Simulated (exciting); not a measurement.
Two BSE runs for the O K edge of TaAgO3, space group R-3c. Run A: exciting, all-electron LAPW+lo, LDA, exchange and screened direct term (singlet BSE), 2×2×2 shifted k points, 52 conduction bands, |G+q| up to 3 bohr⁻¹, full RPA screening with nempty = 86, Lorentzian half width 0.45 eV. Run B differs in one setting: k mesh, kernel cutoff, basis, band set, screening or width.

Energy from the Kohn–Sham onset, core level to the lowest empty state found on the meshes used; one zero for both, scaled to A's maximum:

```tsv
E (eV)	A	B
-5.5	0.01	0.02
-5.0	0.02	0.02
-4.5	0.02	0.02
-4.0	0.02	0.03
-3.5	0.03	0.04
-3.0	0.03	0.05
-2.5	0.05	0.08
-2.0	0.06	0.14
-1.5	0.10	0.30
-1.0	0.17	0.55
-0.5	0.36	0.53
0.0	0.71	0.97
0.5	0.96	0.72
1.0	0.94	0.53
1.5	0.63	0.52
2.0	0.46	0.47
2.5	0.40	0.30
3.0	0.29	0.30
3.5	0.24	0.47
4.0	0.33	0.45
4.5	0.49	0.46
5.0	0.60	0.57
5.5	0.60	0.45
6.0	0.60	0.40
6.5	0.70	0.46
7.0	0.62	0.75
7.5	0.50	0.50
8.0	0.46	0.27
8.5	0.37	0.17
9.0	0.28	0.15
9.5	0.21	0.23
10.0	0.30	0.38
10.5	0.47	0.36
11.0	0.35	0.37
11.5	0.31	0.51
12.0	0.29	0.51
12.5	0.27	0.44
13.0	0.24	0.22
13.5	0.18	0.14
14.0	0.15	0.14
14.5	0.17	0.14
15.0	0.19	0.20
15.5	0.19	0.15
16.0	0.20	0.13
16.5	0.17	0.17
17.0	0.18	0.24
17.5	0.18	0.24
18.0	0.20	0.20
18.5	0.20	0.27
19.0	0.22	0.23
19.5	0.24	0.15
20.0	0.24	0.19
20.5	0.19	0.21
21.0	0.16	0.18
21.5	0.14	0.15
22.0	0.15	0.15
22.5	0.15	0.15
```

Question: Which is the likeliest?

The k mesh from 2×2×2 to 1×1×1. The spectrum differs from run A by 35 % r.m.s. The highest maximum lies at 0.1 eV (1.01), against 0.7 eV (1.00). The first bright state moves from -0.51 to -1.08 eV. The lowest bare transition of this run lies at 0.67 eV, against 0.19. A coarse mesh samples few band energies, and it inflates the long-range part of the attraction. Other settings could leave a like mark; this is the change that was made.

[Banner, clock and machine lines of the logs are left out without a mark of their own.]

[Logs are printed without paths, hosts, clocks, repeated set-up lines and the standing remarks that a program may print on its own settings, such as how far it seeks lower states.]

[Hosts, paths, dates, database ids (printed as entryN), source tags and the programs' standing remarks are cut or masked in the printed files.]
